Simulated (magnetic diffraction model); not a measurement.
**Cd₃Co₂O₇: what an assumed order does to the neutron pattern**

Space group Cmc2_1 (no. 36), a = 19.0240 Å, b = 5.1970 Å, c = 5.2290 Å.

| site | atom | x | y | z |
| --- | --- | --- | --- | --- |
| 8b | Cd | 0.1896 | 0.7600 | 0.7049 |
| 4a | Cd | 0 | 0.7520 | 0.6753 |
| 8b | Co | 0.1002 | 0.7583 | 0.1919 |
| 8b | O | 0.1912 | 0.7847 | 0.1890 |
| 8b | O | 0.1068 | 0.5309 | 0.4741 |
| 8b | O | 0.0887 | 0.0286 | 0.4013 |
| 4a | O | 0 | 0.7077 | 0.1985 |

The compound is invented for this exercise: a known structure type with other elements, its cell scaled to their sizes and not relaxed.

Only Co is taken to order (form factors of Co4+); orders and moment sizes are assumed, and not adapted to the symmetry. Radiation: neutrons of λ = 2.36 Å (absorption by Cd left out), 8° to 45°; isotropic B of 0.43 Å² (Cd), 0.62 Å² (Co) and 0.66 Å² (O). The intensities are simulated: I ∝ L Σ (|F_N|² + |F_M⊥|²) for unpolarised neutrons, with F_M = 2.695 fm/μB × Σ f(s) S exp(2πi Q·r) exp(−B s²) at Q = H ± k (one set where k and −k are equivalent), only the part normal to Q counting and L = 1/(sin²θ cos θ). For collinear order S is the moment m, which repeats by lattice and centring translations R with the sign exp(−2πi k·R). Form factors are spin-only for 3d ions and dipole or tabulated for f ions, scattering lengths are Sears's of 1992, and absorption is left out. A label names one of the reflections at its angle. The strongest nuclear line in the range is 100, and lines under 0.2 are left out.

Assume the order k = (0 1 0), collinear moments along [100], 4.7 μB on Co; signs + at (0.1002, 0.7583, 0.1919), − at (0.3998, 0.2583, 0.1919), − at (0.3998, 0.7417, 0.6919), + at (0.1002, 0.2417, 0.6919).

Predict the pattern, nuclear and magnetic parts apart.

```tsv
2θ (°)	index	nuclear	magnetic
14.25	(2 0 0)	84.6	0.0
26.25	(0 1 0)	0.0	2.1
27.23	(1 1 0)	1.1	0.0
28.73	(4 0 0)	100.0	0.0
29.99	(2 1 0)	0.0	0.2
34.14	(3 1 0)	0.7	0.0
37.34	(0 1 1)	0.0	711.1
38.06	(1 1 1)	54.2	0.0
39.31	(4 1 0)	0.0	0.5
40.16	(2 1 1)	0.0	98.0
43.47	(3 1 1)	9.3	0.0
43.70	(6 0 0)	0.9	0.0
```

The strongest magnetic line in the range is (0 1 1) at 37.34° (711.1). On top of the Lorentz factor, which all lines share, magnetic lines fade with angle because f falls: for Co4+ it is 0.94, 0.77, 0.57 and 0.23 at sin θ/λ = 0.1, 0.2, 0.3 and 0.5 Å⁻¹, while nuclear lengths stay constant. The order has no net moment.

[Logs are printed without paths, hosts, clocks, repeated set-up lines and the standing remarks that a program may print on its own settings, such as how far it seeks lower states.]
